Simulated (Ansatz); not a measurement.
# RbSnBi: relaxing a made-up structure, part 2 of 2

Starting from a made-up structure for RbSnBi, the aim is the relaxed cell, its shortest contacts and, where a second run follows, its electronic structure.

Ansatz 0.2.0; DFT, r2SCAN, plane-wave PAW, files of the set soft_1, scalar-relativistic, no spin, cell and ions relaxed at zero pressure; PAW set soft_1 (the session's first sound run).

So far: Set-up; Relaxation of the guess. The relaxed cell has a = 5.765, c = 7.285 Å (conventional setting).

### Step 3. Bands of the relaxed cell

With the geometry fixed, one more self-consistent run, with a narrower smearing and the mesh shown in its input, gives the bands, and its pressure, and its forces where symmetry allows any, show how far the geometry depends on these settings.

This step: DFT, r2SCAN, plane-wave PAW, files of the set soft_1, scalar-relativistic, no spin, bands and density of states at the relaxed cell; PAW set soft_1 (Ansatz 0.2.0).

input.yaml reads:

```yaml
crystal:
  lattice:
    - [5.7650446282, 0.0, 0.0]
    - [-2.8825223141, 4.992675102, 0.0]
    - [0.0, 0.0, 7.2848277927]
  atoms:
    - { symbol: Bi, position: [0.0, 0.0, 0.0] }
    - { symbol: Bi, position: [0.0, 0.0, 0.5] }
    - { symbol: Sn, position: [0.3333333333, 0.6666666667, 0.25] }
    - { symbol: Sn, position: [0.6666666667, 0.3333333333, 0.75] }
    - { symbol: Rb, position: [0.3333333333, 0.6666666667, 0.75] }
    - { symbol: Rb, position: [0.6666666667, 0.3333333333, 0.25] }
kpoints:
  mp_grid: { grid: [6, 6, 4] }
  band_path:
    path:
      - [[0.0, 0.0, 0.0], [0.5, 0.0, 0.0], [0.33333333, 0.33333333, 0.0], [0.0, 0.0, 0.0], [0.0, 0.0, 0.5], [0.5, 0.0, 0.5], [0.33333333, 0.33333333, 0.5], [0.0, 0.0, 0.5]]
      - [[0.5, 0.0, 0.5], [0.5, 0.0, 0.0]]
      - [[0.33333333, 0.33333333, 0.0], [0.33333333, 0.33333333, 0.5]]
    npoints: 8
scf:
  occupations: { method: fermi_dirac, width: 0.03 }
  n_extra_bands: 10
hamiltonian:
  xc: r2scan
  pseudopotentials: { kind: paw, azcp: { folder: soft_1 } }
output:
  forces: true
  stress: true
  write_bands: true
  dos: { projected: true }
  write_density: true
  write_potential: true
  elf: true
  volumetric_format: npy
```

On the command line:

```console
> ansatz run input.yaml --threads 4 --pin off --max-ram 10240MiB --backend cpu --events-out ev --progress --plain --runs-dir out
```

Numbers of over 12 decimals in the logs are rounded to 6 here.

The log of the run:

```text
[...]
Crystal: 6 atoms, lattice volume = 209.679 Å³
Basis set: ecut = 500 eV, 5295 PW (Γ), exchange–correlation on 180×180×216 points (64 copies of the dense FFT grid, shifted against one another)
Bands: 48, of which v1, the nominal top of the filled ones, is band 38 counted from 1 (37 counted from 0)
Symmetry: 24 space group operations
[...]
k-points: 21 of 144
[...]
SCF iter   1: F=—  HF=-43460.283696 eV  |F-HF|=—  |Δ(HF+E_count)|=         —  Δρ=2.36e-2  dr2=3.12e0  dr2_τ=3.72e-2  ethr=3.10e-3  ⟨swp⟩=8.7  Hψ=4501  notcnv=0
[...]
SCF iter   9: F=-43459.258900 eV  HF=-43459.258900 eV  |F-HF|=1.27e-8  |Δ(HF+E_count)|=   4.46e-7  Δρ=3.43e-6  dr2=2.80e-8  dr2_τ=1.01e-9  ethr=1.32e-10  ⟨swp⟩=18.9  Hψ=9086  notcnv=0
SCF 1 converged in 9 iterations: F = -43459.258900 eV  dr2 = 2.80e-8
[...]
NSCF: frozen V_eff on 75 k-points
SCF converged after 9 iterations
Free energy (F): -43459.258900 eV
[...]
Internal energy: -43459.246900 eV  (E = F + TS)
E sigma→0 (E₀):  -43459.252900 eV
Entropy (-TS):   -0.012000 eV (-2.000 meV/atom)
Fermi energy:    8.005604 eV
[...]
--- Stress (GPa, compression-positive) ---
        0.084464      -0.000000       0.000000
        0.000000       0.084464       0.000000
        0.000000       0.000000      -0.669455
  P = ⅓ Tr σ = -0.1668 GPa (-1.668 kbar)
--- Band table (eV; the first three rows and the last of 21) ---
  k-point 0: bands = [... 34 lower, 5.8236, 7.4126, 7.4126, 7.7134, 7.7134, 7.8338, 8.6449, 10.2972, ... 6 higher]
  k-point 1: bands = [... 34 lower, 6.2061, 6.7378, 6.7378, 7.8141, 7.8956, 8.4463, 8.4463, 9.8768, ... 6 higher]
  k-point 2: bands = [... 34 lower, 6.1169, 6.1169, 6.9564, 6.9564, 8.5205, 8.5205, 9.2182, 9.2182, ... 6 higher]
  k-point 20: bands = [... 34 lower, 6.8672, 6.8672, 7.7277, 7.7277, 7.9972, 7.9972, 9.2130, 9.2130, ... 6 higher]
```

It took 16 s on 4 threads of Arm Neoverse V1, shared host; peak memory 1.3 GiB.

Numbers from this step:

```yaml
free_energy: -43459.2589 eV
energy_at_zero_smearing: -43459.2529 eV
smearing_term_ts: 0.01200 eV
fermi_energy: 8.006 eV
pressure: -0.1668 GPa
```

From bands.tsv, the bands that come nearest the Fermi level along the path, at its corners, in eV from the Fermi level:

```tsv
point	band 35	band 36	band 37	band 38	band 39	band 40	band 41	band 42
Γ	-2.18	-0.59	-0.59	-0.29	-0.29	-0.17	0.64	2.29
M	-2.05	-0.85	-0.74	-0.10	0.12	0.30	2.04	2.38
K	-2.26	-1.76	-1.76	0.49	1.82	2.00	2.00	2.08
Γ	-2.18	-0.59	-0.59	-0.29	-0.29	-0.17	0.64	2.29
A	-1.89	-1.89	-1.05	-1.05	0.51	0.51	1.21	1.21
L	-1.87	-1.87	-1.24	-1.24	1.21	1.21	1.73	1.73
H	-1.14	-1.14	-0.28	-0.28	-0.01	-0.01	1.21	1.21
A	-1.89	-1.89	-1.05	-1.05	0.51	0.51	1.21	1.21
L	-1.87	-1.87	-1.24	-1.24	1.21	1.21	1.73	1.73
M	-2.05	-0.85	-0.74	-0.10	0.12	0.30	2.04	2.38
K	-2.26	-1.76	-1.76	0.49	1.82	2.00	2.00	2.08
H	-1.14	-1.14	-0.28	-0.28	-0.01	-0.01	1.21	1.21
```

States per cell as run, both spins, in windows of 1 eV, from dos.tsv (zero at the Fermi level): Near the top, bands beyond those computed are missing, so counts there can be too low.

```csv
from,to,total
-8,-7,1.27
-7,-6,2.73
-6,-5,0.00
-5,-4,0.00
-4,-3,0.45
-3,-2,4.03
-2,-1,4.26
-1,0,3.07
0,1,3.81
1,2,4.46
2,3,3.77
3,4,0.22
```

Below -8 eV lie 60.0 more states.

Valence density in the ac plane at fractional y = 0.333, with atoms of Sn and Rb within 0.2 Å of it. It is the smooth field of the valence electrons, not physical close to the nuclei.

Values in e/Å³, 20 rows by 16 columns, each cell a mean:
```
 0  0  0  0  0  0  0  0  0  0  0  0  0  0  0  0
 0  0  0  0  0  0  0  0  0  0  0  0  0  0  0  0
 0  0  0  0  0  0  0  0  0  1  1  1  1  0  0  0
 0  0  0  0  0  0  0  0  1  3  6  5  2  1  0  0
 0  0  0  0  0  0  0  0  1  5 10 10  4  1  0  0
 0  0  0  0  0  0  0  0  1  4  8  8  3  1  0  0
 0  0  0  0  0  0  0  0  0  1  3  3  1  0  0  0
 0  0  0  0  0  0  0  0  0  0  0  0  0  0  0  0
 0  0  0  0  0  0  0  0  0  0  0  0  0  0  0  0
 0  0  0  0  0  0  0  0  0  0  0  0  0  0  0  0
 0  0  0  0  0  0  0  0  0  0  0  0  0  0  0  0
 0  0  0  0  0  0  0  0  0  0  0  0  0  0  0  0
 0  0  0  0  0  0  0  0  0  1  1  1  1  0  0  0
 0  0  0  0  0  0  0  0  1  2  2  2  1  1  0  0
 0  0  0  0  0  0  0  0  1  2  2  2  2  1  0  0
 0  0  0  0  0  0  0  0  1  2  2  2  2  1  0  0
 0  0  0  0  0  0  0  0  0  1  2  2  1  0  0  0
 0  0  0  0  0  0  0  0  0  0  1  1  0  0  0  0
 0  0  0  0  0  0  0  0  0  0  0  0  0  0  0  0
 0  0  0  0  0  0  0  0  0  0  0  0  0  0  0  0
```
Columns run along a (5.8 Å), rows up along c (7.3 Å). Atoms in or near the plane, at fractional coordinates: Sn at (0.67, 0.75), Rb at (0.67, 0.25).

ELF in the ac plane at fractional y = 0.333, with atoms of Sn and Rb within 0.2 Å of it. It is the smooth field of the valence electrons, not physical close to the nuclei.

Values, 20 rows by 16 columns, each cell a mean:
```
0.31 0.37 0.39 0.39 0.36 0.30 0.24 0.27 0.36 0.42 0.44 0.44 0.42 0.35 0.26 0.25
0.23 0.24 0.24 0.24 0.23 0.22 0.27 0.39 0.48 0.46 0.43 0.43 0.47 0.48 0.38 0.26
0.14 0.10 0.09 0.09 0.11 0.15 0.29 0.43 0.41 0.34 0.28 0.29 0.35 0.42 0.43 0.27
0.09 0.05 0.04 0.04 0.05 0.11 0.30 0.40 0.33 0.20 0.07 0.08 0.22 0.35 0.41 0.28
0.08 0.04 0.04 0.04 0.04 0.10 0.30 0.38 0.30 0.10 0.00 0.01 0.12 0.31 0.38 0.28
0.08 0.04 0.04 0.04 0.05 0.10 0.30 0.38 0.31 0.13 0.01 0.02 0.15 0.32 0.39 0.28
0.11 0.07 0.06 0.06 0.07 0.13 0.30 0.42 0.37 0.28 0.18 0.19 0.29 0.38 0.42 0.28
0.19 0.17 0.16 0.16 0.17 0.19 0.28 0.43 0.46 0.41 0.37 0.37 0.42 0.47 0.41 0.27
0.28 0.32 0.33 0.33 0.31 0.27 0.25 0.33 0.44 0.49 0.48 0.48 0.49 0.43 0.32 0.25
0.33 0.40 0.43 0.43 0.39 0.32 0.22 0.18 0.20 0.22 0.23 0.23 0.22 0.20 0.19 0.24
0.32 0.40 0.43 0.43 0.39 0.30 0.17 0.07 0.05 0.07 0.09 0.09 0.06 0.05 0.08 0.19
0.26 0.36 0.40 0.40 0.35 0.24 0.09 0.05 0.15 0.38 0.53 0.52 0.35 0.13 0.05 0.11
0.20 0.32 0.37 0.37 0.31 0.17 0.06 0.13 0.53 0.81 0.85 0.85 0.79 0.48 0.11 0.06
0.16 0.30 0.36 0.36 0.29 0.14 0.06 0.34 0.78 0.83 0.66 0.68 0.84 0.75 0.28 0.05
0.15 0.30 0.37 0.36 0.29 0.13 0.07 0.45 0.83 0.71 0.17 0.23 0.74 0.81 0.38 0.05
0.15 0.30 0.36 0.36 0.29 0.13 0.06 0.40 0.81 0.78 0.41 0.45 0.80 0.79 0.34 0.05
0.18 0.31 0.37 0.36 0.30 0.15 0.05 0.23 0.68 0.84 0.82 0.82 0.84 0.63 0.18 0.05
0.23 0.34 0.38 0.38 0.33 0.20 0.07 0.07 0.32 0.63 0.76 0.75 0.60 0.28 0.06 0.08
0.30 0.38 0.42 0.42 0.38 0.28 0.13 0.05 0.06 0.14 0.23 0.22 0.13 0.05 0.06 0.15
0.34 0.41 0.44 0.44 0.40 0.32 0.20 0.12 0.09 0.08 0.08 0.08 0.09 0.10 0.13 0.22
```
Columns run along a (5.8 Å), rows up along c (7.3 Å). Atoms in or near the plane, at fractional coordinates: Sn at (0.67, 0.75), Rb at (0.67, 0.25).

Electrostatic potential energy in the ac plane at fractional y = 0.333, with atoms of Sn and Rb within 0.2 Å of it. With pseudopotentials it is smooth inside the atoms' cores, unlike the true potential.

Ten even steps from '0' (-49 eV) to '9' (11 eV), each cell a mean:
```
9999999999999999
9999999998889999
9999999986556899
9999999865775799
9999999856996689
9999999865995689
9999999975545799
9999999998778999
9999999999999999
9999999999999999
9999999999999999
9999999999889999
9999999987557899
9999999972003799
9999999860001689
9999999861001799
9999999985225899
9999999998778999
9999999999999999
9999999999999999
```
Columns run along a (5.8 Å; values clipped at the 3rd and 97th percentile), rows up along c (7.3 Å). Atoms in or near the plane, at fractional coordinates: Sn at (0.67, 0.75), Rb at (0.67, 0.25).

### Step 4. Outcome

```json
{
  "space group, relaxed": "P6_3/mmc",
  "conventional cell": "a = 5.765, b = 5.765, c = 7.285 Å; α = 90.0°, β = 90.0°, γ = 120.0°",
  "volume per atom": "34.95 Å³ (guess 42.18)"
}
```

RbSnBi relaxes to P6_3/mmc with a = 5.765, b = 5.765 and c = 7.285 Å. The guessed volume was 21 % too large. The space group P6_3/mmc was held in the relaxation, so the end point is a stationary structure within it and may be a saddle against distortions or other arrangements. Bands cross the Fermi level, so it is a metal or semimetal at this level. On the 6×6×4 mesh with the narrower smearing (relaxed on 6×6×3) the forces vanish, as symmetry may demand, and the largest stress component is 0.669 GPa, against the relaxation's thresholds of 0.015 eV/Å and 0.05 GPa. The cutoff wasn't tested. A vector of the cell changed its length by 16 %, more than the volume shows. Spin-orbit coupling is left out, which can matter for elements this heavy. No dispersion term is used, so weakly bound directions may come out too long. Nothing here tests whether the compound is stable against decomposition.

[Logs are printed without paths, hosts, clocks, repeated set-up lines and the standing remarks that a program may print on its own settings, such as how far it seeks lower states.]

[Hosts, paths, dates, database ids (printed as entryN), source tags and the programs' standing remarks are cut or masked in the printed files.]
